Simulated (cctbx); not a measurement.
# Absolute structure of MgNb2ZnFe

Space group P3m1 (no. 156), a = 4.0020 Å, b = 4.0020 Å, c = 6.4250 Å, α = 90.00°, β = 90.00°, γ = 120.00°.

| atom | mult. | x | y | z | Ueq (Å²) |
| --- | --- | --- | --- | --- | --- |
| Nb1 | 1 | 1/3 | 2/3 | 0.7741 | 0.0063 |
| Nb2 | 1 | 0 | 0 | 0.2298 | 0.0052 |
| Zn1 | 1 | 0 | 0 | 0.6246 | 0.0075 |
| Fe1 | 1 | 2/3 | 1/3 | 0.0229 | 0.0074 |
| Mg1 | 1 | 1/3 | 2/3 | 0.3837 | 0.0103 |

This is a model crystal, built by substitution and not relaxed, with assumed displacement parameters.

Data sets are simulated with cctbx and refined with Bijvoet mates kept apart; Flack x is then fitted as the share of an inverted twin with the atoms fixed, Hooft y from the Bijvoet differences. The group is acentric but holds improper operations, so there is an absolute structure (orientation) and no hand.

Untwinned crystal. What Flack and Hooft values should come out?

| λ (Å) | extinction (unmodelled) | d min (Å) | top counts | error (%) | model | R1 | Flack x | s.u. | Hooft y | s.u. | pairs |
| --- | --- | --- | --- | --- | --- | --- | --- | --- | --- | --- | --- |
| 0.71073 | 0.3 | 0.77 | 70000 | 6 | as given | 0.0171 | 0.012 | 0.018 | 0.019 | 0.020 | 99 |
| 0.71073 | 0.3 | 0.77 | 70000 | 6 | inverted | 0.0459 | 1.01 | 0.02 | 1.016 | 0.021 | 99 |
| 1.54184 | 0.1 | 0.83 | 70000 | 1.5 | as given | 0.0060 | -0.001 | 0.003 | -0.001 | 0.006 | 79 |

With Mo Kα, x is within 3 s.u. of 0, so the absolute structure is right. With Cu Kα, x is within 3 s.u. of 0, so the absolute structure is right. Inverting the model turns x into about 1 − x.

A further crystal gives:

| λ (Å) | extinction (unmodelled) | d min (Å) | top counts | error (%) | model | R1 | Flack x | s.u. | Hooft y | s.u. | pairs |
| --- | --- | --- | --- | --- | --- | --- | --- | --- | --- | --- | --- |
| 0.56087 | 0.3 | 0.77 | 70000 | 1.5 | as given | 0.0112 | 0.138 | 0.011 | 0.148 | 0.008 | 99 |

**Question.** What is it?

It was simulated as an inversion twin with a fraction 0.15 of the inverted domain. Flack x is over 3 s.u. from both 0 and 1 and reads that fraction.
